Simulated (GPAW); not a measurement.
Two runs for the O K edge of atom 2 in SnO2 (R-3m). Run A: GPAW, LDA, full core hole (charged cell), 21-atom cell with 6.9 Å between holes, 3×3×3 k points, dipole transitions, Gaussian full width 0.9 eV up to 4 eV, rising linearly to 3.5 eV at 25 eV. Run B differs in one choice.

Energy from the lowest empty level; intensity scaled to a mean of 1 over the first 20 eV:

| E (eV) | A | B |
| --- | --- | --- |
| -2.00 | 0.00 | 0.00 |
| -1.25 | 0.00 | 0.00 |
| -0.50 | 0.00 | 0.00 |
| 0.25 | 0.04 | 0.08 |
| 1.00 | 0.32 | 0.46 |
| 1.75 | 1.21 | 1.83 |
| 2.50 | 3.36 | 4.17 |
| 3.25 | 1.81 | 0.93 |
| 4.00 | 0.71 | 0.06 |
| 4.75 | 0.43 | 0.23 |
| 5.50 | 0.90 | 0.72 |
| 6.25 | 1.45 | 1.22 |
| 7.00 | 2.34 | 1.66 |
| 7.75 | 2.16 | 1.96 |
| 8.50 | 1.68 | 1.82 |
| 9.25 | 1.84 | 1.87 |
| 10.00 | 1.65 | 1.77 |
| 10.75 | 0.94 | 1.38 |
| 11.50 | 0.45 | 0.98 |
| 12.25 | 0.25 | 0.60 |
| 13.00 | 0.19 | 0.35 |
| 13.75 | 0.22 | 0.24 |
| 14.50 | 0.32 | 0.24 |
| 15.25 | 0.48 | 0.32 |
| 16.00 | 0.63 | 0.45 |
| 16.75 | 0.70 | 0.58 |
| 17.50 | 0.70 | 0.67 |
| 18.25 | 0.66 | 0.72 |
| 19.00 | 0.64 | 0.72 |
| 19.75 | 0.64 | 0.71 |
| 20.50 | 0.69 | 0.71 |
| 21.25 | 0.78 | 0.75 |
| 22.00 | 0.89 | 0.82 |
| 22.75 | 0.99 | 0.90 |
| 23.50 | 1.10 | 0.98 |
| 24.25 | 1.21 | 1.06 |
| 25.00 | 1.33 | 1.14 |
| 25.75 | 1.40 | 1.23 |
| 26.50 | 1.40 | 1.29 |
| 27.25 | 1.32 | 1.29 |
| 28.00 | 1.21 | 1.21 |
| 28.75 | 1.08 | 1.11 |
| 29.50 | 0.98 | 1.01 |
| 30.25 | 0.90 | 0.94 |
| 31.00 | 0.86 | 0.91 |
| 31.75 | 0.85 | 0.90 |

What was changed?
a) the size of the supercell
b) the broadening
c) the volume of the cell
d) the plane-wave cutoff

(a): run B changes the supercell atoms from 21 to 3, and the k mesh follows the cell. Against the first run the r.m.s. difference is 27 %. The highest intensity below 16 eV goes from 2.5 eV (3.36) to 2.5 eV (4.17). Other settings could leave a like mark; this is the one that was changed.

[Hosts, paths, dates, database ids (printed as entryN), source tags and the programs' standing remarks are cut or masked in the printed files.]

[Lists of maxima count a maximum above −3 eV only where it reaches 4 % of the highest in the window and stands out from its surroundings by 2 % of it (1.5 % where it reaches 55 %); shoulders and weaker maxima are passed over, and of the rest the first, up to two pre-edge ones and the few strongest are named.]
